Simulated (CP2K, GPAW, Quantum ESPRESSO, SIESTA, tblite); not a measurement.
**Other levels on glassy nearly rigid 61SiO2-11SrO-15BaO-13ZnO (mol %) at 1500 K (120 atoms)**

Density of this cell: 3.38 g/cm³. The cell holds 120 atoms: 28 Si, 5 Sr, 7 Ba, 6 Zn and 74 O. Cell: a = 12.268 Å, b = 12.268 Å, c = 12.268 Å, α = 90.0°, β = 90.0°, γ = 90.0°. 120 atoms (28 Si, 5 Sr, 7 Ba, 6 Zn, 74 O) placed at random at 3.38 g/cm³, melted at 4000 K for 10 ps at fixed volume with the Morse and Coulomb pair potential with partial charges (Pedone, Malavasi, Menziani, Cormack and Segre, J. Phys. Chem. B 110, 11780 (2006)). Snapshot at the end of a hold of 10 ps at 1500 K and fixed volume. Then every atom was moved at random, 0.02 Å r.m.s. a Cartesian component.

Geometry: as built.

The reference, a calculation:

| Item | Value |
| --- | --- |
| method | Kohn-Sham DFT, PBE, SSSP efficiency 1.3.0 pseudopotentials, plane waves (Quantum ESPRESSO 7.5); sssp-pbe-1.3.0-efficiency, cutoffs 60/480 Ry, Γ point |
| r.m.s. force component | 3.432 eV/Å |
| longest force | 24.21 eV/Å |
| pressure | 6.725 GPa |
| gap (highest filled to lowest empty level) | 1.362 eV |
| time | 17 min on 4 MPI ranks of Arm Neoverse V1, shared host |
| CPU time | 70 min |

**Question.** The same geometry is run in other programs. How far does each lie from the reference, and what does it cost?
- CP2K PBE, DZVP-MOLOPT-SR, 800/50 Ry, diagonalisation (CP2K 2026.2; 4 MPI ranks)
- SIESTA PBE, DZP, shift 0.01 Ry, mesh 700 Ry (SIESTA 5.4.2; 4 MPI ranks)
- GPAW PBE, LCAO dzp, h 0.18 Å (GPAW 26.7.0; 2 MPI ranks)
- SIESTA PBE, DZP, shift 0.01 Ry, mesh 500 Ry (SIESTA 5.4.2; 4 MPI ranks)
- CP2K PBE, DZVP-MOLOPT-SR, 800/50 Ry, TRS4 filter 1e-06, SCF 1e-06 (CP2K 2026.2; 4 MPI ranks)
- tblite GFN1-xTB (tblite 0.8.0; 1 thread)
- CP2K PBE, DZVP-MOLOPT-SR, 800/50 Ry, TRS4 filter 1e-07, SCF 1e-07 (CP2K 2026.2; 4 MPI ranks)
- SIESTA PBE, DZ, shift 0.01 Ry, mesh 500 Ry (SIESTA 5.4.2; 2 MPI ranks)
- SIESTA PBE, SZP, shift 0.01 Ry, mesh 500 Ry (SIESTA 5.4.2; 2 MPI ranks)
- CP2K PBE, DZVP-MOLOPT-SR, 800/50 Ry, TRS4 filter 1e-04, SCF 1e-05 (CP2K 2026.2; 4 MPI ranks)

Differences are against the plane-wave reference, forces as r.m.s. over components; share is that over the reference's r.m.s. force, slope the least-squares factor from reference forces to these. Total energies of different programs have different zeros and aren't compared.

```tsv
run	Δ force, r.m.s. (meV/Å)	share (%)	slope	Δ pressure (GPa)	Δ gap (eV)	cores	CPU time	memory (GiB)
reference	-	-	-	-	-	4	70 min	6.7
CP2K PBE, DZVP-MOLOPT-SR, 800/50 Ry, diagonalisation	223	6.51	0.954	-0.0073	-0.189	4	9.8 min	11
SIESTA PBE, DZP, shift 0.01 Ry, mesh 700 Ry	272	7.93	1.033	1.32	-0.502	4	14 min	4.8
GPAW PBE, LCAO dzp, h 0.18 Å	417	12.1	1.087	-	-0.137	2	10 min	3.4
SIESTA PBE, DZP, shift 0.01 Ry, mesh 500 Ry	272	7.93	1.033	1.31	-0.502	4	11 min	3.8
CP2K PBE, DZVP-MOLOPT-SR, 800/50 Ry, TRS4 filter 1e-06, SCF 1e-06	219	6.39	0.953	-0.0341	-	4	9.1 min	6.0
tblite GFN1-xTB	910	26.5	1.044	-16.4	-	1	27 s	0.15
CP2K PBE, DZVP-MOLOPT-SR, 800/50 Ry, TRS4 filter 1e-07, SCF 1e-07	222	6.47	0.954	-0.0137	-	4	12 min	6.0
SIESTA PBE, DZ, shift 0.01 Ry, mesh 500 Ry (coarse)	1212	35.3	1.231	9.11	-0.798	2	5 min	2.1
SIESTA PBE, SZP, shift 0.01 Ry, mesh 500 Ry (coarse)	753	22.0	1.171	5.12	-0.612	2	8.2 min	3.0
CP2K PBE, DZVP-MOLOPT-SR, 800/50 Ry, TRS4 filter 1e-04, SCF 1e-05 (coarse)	243	7.07	0.952	-0.0657	-	4	8.7 min	6.0
```

Rows marked coarse were listed beforehand as settings not expected to be converged; some can still land near the reference.

CPU time is summed over cores on a shared host, where runs went side by side, so it is rough. Symmetry, cutoffs, thresholds, outputs and thread counts weren't matched or tuned between programs; memory under MPI is the largest rank's times the ranks.

The PBE runs in local orbitals, coarse settings apart, differ by 6.4 % (CP2K PBE, DZVP-MOLOPT-SR, 800/50 Ry, TRS4 filter 1e-06, SCF 1e-06) to 12 % (GPAW PBE, LCAO dzp, h 0.18 Å); basis, grid and potentials can all enter. Tight binding differs by 27 % (tblite GFN1-xTB); it is another model, with fitted parameters of its own, and the xTB methods hold dispersion. tblite GFN1-xTB needed 117 SCF steps, so its time overstates the method's usual cost. Runs with settings chosen to be coarse differ by 7.1 % (CP2K PBE, DZVP-MOLOPT-SR, 800/50 Ry, TRS4 filter 1e-04, SCF 1e-05) to 35 % (SIESTA PBE, DZ, shift 0.01 Ry, mesh 500 Ry), their programs' other errors included. Periodic xTB results under one method name differ between programs and library versions. The network of bonds at the start is that of the classical potential that made the cell, and needn't be the one that DFT or experiment would give. The electronic-structure runs sample only Γ, in a cell whose shortest periodic width is 12 Å.

[Logs are printed without paths, hosts, clocks, repeated set-up lines and the standing remarks that a program may print on its own settings, such as how far it seeks lower states.]

[Hosts, paths, dates, database ids (printed as entryN), source tags and the programs' standing remarks are cut or masked in the printed files.]
